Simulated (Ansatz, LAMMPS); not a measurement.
# Na+ TFSI- in acetonitrile and a fluorinated ether (TTE) and diethyl carbonate at 300 K (330 atoms): a single point, part 2 of 2

Aim: energy, forces, charges and density of states of Na+ TFSI- in acetonitrile and a fluorinated ether (TTE) and diethyl carbonate at 300 K (330 atoms) at a fixed geometry.

Ansatz 0.2.0; Kohn-Sham DFT, PBE+D3(BJ), PAW (set soft_2), plane waves.

The cell: 84 F, 78 C, 48 O, 93 H, 9 N, 12 S and 6 Na. The network of contacts between molecules at the start is that of the classical potential that made the cell. The density was typed from a rule of thumb and may lie off the real one at this temperature. The Brillouin zone is sampled at Γ only, in a cell whose shortest periodic width is 17 Å.

So far. Step 3 (Plane-wave single point): Electrostatic potential energy in the ab plane at fractional z = 0.079, with atoms of C and O and F and H and S and N within 0.2 Å of it. With pseudopotentials it is smooth inside the atoms' cores, unlike the true potential.

## (3) Plane-wave single point (continued)

Valence density in the ab plane at fractional z = 0.079, with atoms of C and O and F and H and S and N within 0.2 Å of it. It is the smooth field of the valence electrons, not physical close to the nuclei.

Ten steps, logarithmic in the rise over the least value, from '0' (-0.04 × 1e0 e/Å³) to '9' (9.63 × 1e0 e/Å³), each cell a mean:
```
765433211111211122334432111345421001111135311135
666677642112222234577763201122211123453211111245
654567631111111223456642111110101124675310112477
432222211000011111111111112222221123443111111345
455311000001111110000000134555444333221101111123
354210000000111100000000124555456665421001111112
111100000000000000000000111245544555311000111111
000000000000000000000001122345432121110000111100
000000000000000000000001112367642110000011332110
111110000000000000000000011256631000101112343211
232221110000000000000000000111110001111123321111
233344432111000000000000011111000000112378842011
112466655542110000000000136753112221102479852010
013565556664332210101010359984347873110123221000
012332224566677632111000124544447863100000000000
000110012334578754442110011367532211000011111000
210000000111234444443110102489742010000123443222
630101010001134443211000001233311122211135666699
530101110101246643110000001123211235554455655688
111235531011134332100000001356532346666666532222
112456642110001110000000001246655687533456531101
124566543110000000000000122356655687521234421101
554444332110000000000001355666532222211111111124
985321111000000000111111234555421100000123211247
```
Columns run along a (16.5 Å), rows up along b (16.5 Å). Atoms in or near the plane, at fractional coordinates: C at (0.59, 0.04), O at (0.71, 0.11), C at (0.75, 0.19), C at (0.89, 0.25), F at (0.97, 0.24), O at (0.00, 0.01), C at (0.03, 0.93), H at (0.12, 0.17), H at (0.03, 0.78), C at (0.11, 0.46), H at (0.07, 0.41), F at (0.86, 0.49), S at (0.63, 0.76), F at (0.56, 0.43) and more.

Mean Löwdin charges: C +0.23, F -0.23, H +0.21, N -0.65, Na +0.77, O -0.54 e (they miss 1.3 % of the electrons, so they add up to more than the cell's charge).

## (4) Structure statistics

These statistics describe the geometry on which the runs were made.

Density 1.48 g/cm³, 13.71 Å³ an atom.

Pair distribution functions g(r), in bins of 0.2 Å:

```csv
r (Å),total,H-H,H-F,H-C,H-O,H-S,H-N
1.00,1.71,0.00,0.00,12.80,0.00,0.00,0.00
1.20,1.08,0.00,0.00,6.57,0.00,0.00,0.00
1.40,2.65,0.00,0.00,0.00,0.00,0.00,0.00
1.60,0.54,1.08,0.00,0.00,0.00,0.00,0.00
1.80,0.70,7.31,0.00,0.00,0.00,0.00,0.00
2.00,0.61,0.11,1.35,1.23,2.56,0.00,0.00
2.20,1.36,0.24,0.47,3.77,1.21,0.00,0.00
2.40,1.36,2.31,1.29,0.59,1.03,0.00,0.00
2.60,1.25,1.37,1.79,0.47,1.26,0.00,0.31
2.80,0.86,0.27,1.07,0.69,1.28,0.00,0.55
3.00,0.74,1.33,0.61,0.36,0.69,0.00,0.23
3.20,0.84,0.91,0.73,0.58,0.99,0.32,1.91
3.40,0.71,0.46,0.91,0.69,0.84,0.28,0.37
3.60,0.78,0.58,0.85,0.63,0.71,0.62,0.64
3.80,0.88,0.92,0.73,0.90,0.90,0.90,0.44
4.00,0.93,0.91,0.98,1.18,0.88,1.02,0.56
4.20,0.99,1.08,0.93,1.01,1.23,0.45,0.73
4.40,1.02,1.17,1.01,0.92,0.98,1.34,1.00
4.60,1.02,1.06,1.04,1.01,1.01,1.06,0.91
4.80,1.11,1.06,0.98,1.31,1.10,0.55,0.95
5.00,1.07,1.08,0.94,1.16,1.05,1.67,0.69
5.20,1.11,1.06,0.93,1.21,1.03,1.01,1.53
5.40,1.04,1.04,0.99,1.01,1.09,1.10,1.27
5.60,1.00,0.97,0.86,1.00,1.39,0.93,0.82
5.80,1.01,1.24,0.92,1.14,1.02,1.25,1.66
6.00,1.02,1.07,0.89,1.05,0.94,1.04,1.44
6.20,1.06,1.21,1.05,1.09,0.95,0.88,1.01
6.40,0.97,1.14,0.92,1.08,0.86,1.46,0.63
```

Bonds by pair of elements; cutoffs follow the first minimum of g(r), held within bounds set by covalent radii, and pairs that aren't listed don't count as bonded:

```csv
pair A-B,cutoff (Å),bonds,mean length (Å),spread (Å),shortest (Å),B about A,A about B
H-C,1.34,93,1.09,0.031,1.02,1,1.19
F-C,1.62,84,1.37,0.027,1.31,1,1.08
F-Na,2.61,6,2.23,0.125,2.09,0.071,1
C-C,1.85,33,1.51,0.034,1.41,0.846,0.846
C-O,1.73,42,1.38,0.068,1.22,0.538,0.875
C-S,2.21,12,1.8,0.034,1.76,0.154,1
C-N,1.62,3,1.15,0.025,1.12,0.038,0.333
O-S,1.88,24,1.45,0.016,1.41,0.5,2
O-Na,3.02,25,2.46,0.189,2.21,0.521,4.17
S-N,2.02,12,1.56,0.026,1.51,1,1.33
N-Na,2.77,2,2.35,0.034,2.31,0.222,0.333
```

How many atoms have how many bonded neighbours:

```csv
element,mean,1,2,3,4,5,6
C,3.85,0,3,6,69,0,0
F,1.07,78,6,0,0,0,0
H,1,93,0,0,0,0,0
N,1.89,1,8,0,0,0,0
Na,5.5,0,0,0,1,1,4
O,1.90,10,33,5,0,0,0
S,4,0,0,0,12,0,0
```

Bond angles, per cent of each kind in bins of 5°:

```csv
angle (°),C-C-H,H-C-H,F-C-F,C-C-F,O-Na-O
45–50,0.0,0.0,0.0,0.0,4.5
50–55,0.0,0.0,0.0,0.0,2.3
55–60,0.0,0.0,0.0,0.0,0.0
60–65,0.0,0.0,0.0,0.0,0.0
65–70,0.0,0.0,0.0,0.0,9.1
70–75,0.0,0.0,0.0,0.0,0.0
75–80,0.0,0.0,0.0,0.0,6.8
80–85,0.0,0.0,0.0,0.0,18.2
85–90,0.0,0.0,0.0,0.0,0.0
90–95,0.0,0.0,0.0,0.0,2.3
95–100,0.0,4.8,1.7,0.0,9.1
100–105,5.4,17.5,31.7,5.0,4.5
105–110,38.7,47.6,58.3,33.3,9.1
110–115,44.1,23.8,8.3,61.7,4.5
115–120,11.8,6.3,0.0,0.0,0.0
120–125,0.0,0.0,0.0,0.0,4.5
125–130,0.0,0.0,0.0,0.0,0.0
130–135,0.0,0.0,0.0,0.0,4.5
135–140,0.0,0.0,0.0,0.0,0.0
140–145,0.0,0.0,0.0,0.0,6.8
145–150,0.0,0.0,0.0,0.0,0.0
150–155,0.0,0.0,0.0,0.0,4.5
155–160,0.0,0.0,0.0,0.0,4.5
160–165,0.0,0.0,0.0,0.0,2.3
165–170,0.0,0.0,0.0,0.0,2.3
```

Bond angles (no mean is given where the spread exceeds 20°):

```csv
angle,count,mean (°),spread (°)
C-C-H,93,110,3.8
H-C-H,63,108,4.4
F-C-F,60,106,2.9
C-C-F,60,111,2.7
O-Na-O,44,-,-
```

Bond length by coordination (bonds to H left out):

```csv
element,coordination,atoms,mean bond length (Å)
C,2,3,1.31
C,3,6,1.32
C,4,69,1.45
F,1,78,1.37
F,2,6,1.80
N,1,1,1.12
N,2,8,1.61
Na,4,1,2.34
Na,5,1,2.42
Na,6,4,2.42
O,1,10,1.38
O,2,33,1.7
O,3,5,1.88
```

With the cutoffs above, 88 % of C atoms have 4, 93 % of F atoms have 1, all H atoms have 1 and 89 % of N atoms have 2 bonded neighbours. The C-C-H angle averages 110° with a spread of 4°.

Local excerpt of 9 atoms (numbers count through the whole input) about C308, which bears the longest force; x, y, z are measured from there.

```csv
atom,x,y,z,distance (Å),bonds,Löwdin charge (e),Fx,Fy,Fz (eV/Å)
C308,0.00,0.00,0.00,0.00,2,0.25,-6.04,0.19,3.03
N309,1.01,0.05,-0.47,1.12,1,-0.22,5.39,0.35,-2.23
C307,-1.34,0.04,0.62,1.48,4,-0.48,0.67,0.01,1.21
H312,-2.06,0.49,-0.03,2.12,1,0.25,-0.31,0.96,-0.60
H310,-1.79,-0.97,0.65,2.13,1,0.24,0.50,-0.02,0.60
H311,-1.32,0.59,1.66,2.20,1,0.22,0.02,-1.16,-1.88
F68,0.16,-0.85,-2.77,2.90,1,-0.24,-0.02,-0.14,-0.52
F103,0.85,-0.40,2.90,3.05,1,-0.23,0.80,0.49,-0.53
F67,-1.49,-1.98,-1.80,3.06,1,-0.27,0.42,-0.03,-1.23
```

The column of bonds counts only the pairs H-C within 1.34 Å, F-C within 1.62 Å, F-Na within 2.61 Å, C-C within 1.85 Å, C-O within 1.73 Å, C-S within 2.21 Å, C-N within 1.62 Å, O-S within 1.88 Å, O-Na within 3.02 Å, S-N within 2.02 Å; other neighbours, such as metal atoms beside each other in a compound, aren't counted, and periodic images can show an atom twice.

## (5) What came out

| Property | Result |
| --- | --- |
| free energy per atom | -422.1954 eV/atom |
| pressure | 1.608 GPa |
| r.m.s. force component | 1.053 eV/Å |
| gap (highest filled to lowest empty level) | 4.485 eV |
| wall time of the 1 DFT run | 3.8 min |

What this shows: The highest filled and lowest empty levels differ by 4.48 eV (at Γ alone); a semilocal functional tends to put such gaps too low. In a disordered cell it changes from sample to sample and from frame to frame. With the cutoffs above, 88 % of C atoms have 4, 93 % of F atoms have 1, all H atoms have 1 and 89 % of N atoms have 2 bonded neighbours.

What to keep in mind: The force components of 1.1 eV/Å r.m.s. come partly from thermal motion and partly from the difference between the classical potential and DFT, above all in bond lengths inside molecules. The pressure of 1.6 GPa is that of one thermal frame, in which the classical model's bond lengths enter as well as the volume, without the kinetic term and with the strain of bonds inside molecules.

[Logs are printed without paths, hosts, clocks, repeated set-up lines and the standing remarks that a program may print on its own settings, such as how far it seeks lower states.]

[Hosts, paths, dates, database ids (printed as entryN), source tags and the programs' standing remarks are cut or masked in the printed files.]
